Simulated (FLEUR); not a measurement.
Computed results, one entry a study.

```
Eu: parallel and opposed starts
1.0
    -2.30300    2.30300    2.30300
     2.30300   -2.30300    2.30300
     2.30300    2.30300   -2.30300
Eu
1
Direct
  0.00000 0.00000 0.00000
# method: PBEsol with U = 6 eV on Eu f; all-electron FLAPW, Dirac cores, scalar-relativistic bands (and 1 further level or step)
# program: FLEUR MaX-R8.1
# settings of one run: kmax 3.6 1/bohr, gmax 10.8 1/bohr, muffin tin radii Eu: 2.8 bohr, lmax Eu: [10, 8], hist occupations, smearing width 0.05 eV, mixer Anderson, mixing 0.05, max iterations 130, stop 0.0001 me/bohr³, collinear spin, 12×12×12 k-mesh, double counting FLL, mesh matched on, seeded occupations whole cubic f orbitals, Hund's first rule, starting moments 7 μB
# cost: 3 runs, 2.5 min in all on 4 MPI ranks of Intel Xeon Platinum 8488C (Sapphire Rapids), shared host (the runs of this entry)
# notes: The database entry behind the starting cell differs from later determinations by our own check (about 0.5 % long). The run is spin-polarised, with a total moment of 7.32 μB a cell. Only 2 starts were tried; other patterns of signs, canted and longer-period orders were not.
# lowest state found: ferromagnetic (initial ferro +)
# largest site spin moment: 7.03 μB
# next finished state: antiferromagnetic, 14.6 meV a seeded atom higher
# orbital moment on the atom of largest spin, along its spin (spin–orbit run): -0.0106 μB
# spin plus orbital moment: Eu 7.02 μB
```

[Logs and program files are shortened in this print: banners, set-up blocks, solver, clock and traceback lines can be left out without a mark of their own.]

[Logs are printed without paths, hosts, clocks, repeated set-up lines and the standing remarks that a program may print on its own settings, such as how far it seeks lower states.]

[Hosts, paths, dates, database ids (printed as entryN), source tags and the programs' standing remarks are cut or masked in the printed files.]

[Where a cell is said to come from a database of computed structures, the database is the Materials Project.]
